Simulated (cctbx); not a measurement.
# From intensities to atoms

Cell a = 4.4270 Å, b = 18.4870 Å, c = 4.4940 Å, α = 90.00°, β = 90.00°, γ = 90.00°; space group Cmcm (no. 63); content Pb4 Yb4 Ge4 V4.

The data are simulated with cctbx, not measured: Mo Kα, λ = 0.71073 Å, to d = 0.8 Å, 80 % of the full sphere, strongest reflection 20000 counts, noise from counting, a 6 % proportional error and a noise floor of 8 counts (s.d.); no absorption.

Charge flipping in P1 on normalised amplitudes to 0.8 Å, δ = 1.2 σ, 30 % of the reflections treated as weak, 150 cycles:

```text
cycle      R  skewness
    0  0.562     0.26
   12  0.468     2.90
   24  0.481     2.68
   36  0.448     2.59
   48  0.453     2.67
   60  0.482     2.74
   72  0.451     2.84
   84  0.468     2.77
   96  0.458     2.60
  108  0.448     2.82
  120  0.451     2.61
  132  0.467     3.02
  144  0.455     2.53
origin shift          correlation  skewness
 0.115  0.103  0.122      0.929      7.06
 0.115  0.281  0.123      0.923      6.82
 0.117  0.428  0.123      0.903      5.20
 0.122  0.456  0.130      0.878      4.75
taken: symmetry correlation 0.929, skewness 7.06
peak      x       y       z  mult  height/sigma
Q1    0.0000  0.0434  0.7500    4     17.5
Q2    0.0000  0.3919  0.7500    4     14.2
Q3    0.0000  0.2521  0.2500    4      6.8
Q4    0.0000  0.1809  0.7500    4      4.1
Q5    0.0000  0.3648  0.2500    4      1.8
Q6    0.1054  0.2182  0.0334   16      1.6
Q7    0.0000  0.4584  0.6331    8      1.5
Q8    0.0000  0.4782  0.2500    4      1.4
Q9    0.2217  0.1534  0.7500    8      1.4
```

The origin is taken among those within 0.04 of the best correlation, by the skewness of the map.

It took 0.31 s on 1 thread of Intel(R) Xeon(R) CPU @ 2.60GHz (Ice Lake), on a shared host, peak memory 0.07 GiB.

**Question.** Which peaks are atoms, and which elements?

Heights go roughly as Z and multiplicities must add up to the content. First model: Q1 = Pb1 (4 in the cell, height 17.5), Q2 = Yb1 (4 in the cell, height 14.2), Q3 = Ge1 (4 in the cell, height 6.8) and Q4 = V1 (4 in the cell, height 4.1). Against the true structure, Q1 is Pb, Q2 is Yb, Q3 is Ge and Q4 is V; the other peaks are not atoms.

Least squares on F², isotropic:

```text
Rint 0.048, 239 unique reflections to 0.80 A
cycle     R1     wR2    GooF  max shift (A)
   1  0.1336  0.3488   8.905   0.09857
   2  0.0156  0.0408   1.043   0.00001
final R1 0.0156 wR2 0.0408 GooF 1.043  parameters 8  data/parameter 29.9
atom        x        y        z      Ueq    occ   su(xyz)  su(Uiso or U11)
Pb1    0.00000  0.04309  0.75000   0.0069  1.000  0.00002  0.0002
Yb1    0.00000  0.39078  0.75000   0.0068  1.000  0.00002  0.0002
Ge1    0.00000  0.24677  0.25000   0.0068  1.000  0.00006  0.0003
V1     0.00000  0.17820  0.75000   0.0113  1.000  0.00011  0.0004
difference map: max 1.43 min -1.49 rms 0.32
Q1    0.0000  0.3929  0.6302    8    1.45  0.54 A from Yb1
Q2    0.1214  0.1930  0.7500    8    1.05  0.60 A from V1
Q3    0.0000  0.4679  0.6585    8    1.00  1.48 A from Yb1
Q4    0.0000  0.2804  0.7500    4    0.98  1.89 A from V1
Q5    0.0000  0.3717  0.0687    8    0.96  1.47 A from Yb1
```

Anisotropic refinement:

```text
Rint 0.048, 239 unique reflections to 0.80 A
cycle     R1     wR2    GooF  max shift (A)
   1  0.0156  0.0409   1.062   0.00083
   2  0.0134  0.0344   0.894   0.00000
final R1 0.0134 wR2 0.0344 GooF 0.894  parameters 16  data/parameter 14.9
atom        x        y        z      Ueq    occ   su(xyz)  su(Uiso or U11)
Pb1    0.00000  0.04309  0.75000   0.0069  1.000  0.00002  0.0002
Yb1    0.00000  0.39079  0.75000   0.0068  1.000  0.00002  0.0002
Ge1    0.00000  0.24681  0.25000   0.0068  1.000  0.00005  0.0004
V1     0.00000  0.17819  0.75000   0.0112  1.000  0.00009  0.0007
difference map: max 1.02 min -1.10 rms 0.30
Q1    0.0000  0.4676  0.6579    8    1.04  1.48 A from Yb1
Q2    0.0000  0.0674  0.1396    8    0.95  1.81 A from Pb1
Q3    0.0000  0.3733  0.0651    8    0.87  1.45 A from Yb1
Q4    0.2150  0.2545  0.5685   16    0.87  1.50 A from Ge1
Q5    0.0000  0.2788  0.7500    4    0.87  1.86 A from V1
Q6    0.1053  0.2856  0.1827   16    0.85  0.91 A from Ge1
```

**Reading.** The refinement ends at R1 = 0.0134, wR2 = 0.0344, GooF = 0.89, with difference density between -1.10 and 1.02 e/Å³. Every site matches the true model in element, within 0.001 Å r.m.s., up to an allowed shift of origin.

True model:

| atom | mult. | x | y | z | Ueq (Å²) |
| --- | --- | --- | --- | --- | --- |
| Pb1 | 4 | 1/2 | 0.9569 | 3/4 | 0.0068 |
| Yb1 | 4 | 1/2 | 0.6092 | 3/4 | 0.0067 |
| Ge1 | 4 | 0 | 0.7468 | 3/4 | 0.0071 |
| V1 | 4 | 1/2 | 0.8218 | 3/4 | 0.0112 |

This is a model crystal, built by substitution and not relaxed, with assumed displacement parameters.

[Middle refinement cycles are left out of these outputs.]

[Logs are printed without paths, hosts, clocks, repeated set-up lines and the standing remarks that a program may print on its own settings, such as how far it seeks lower states.]
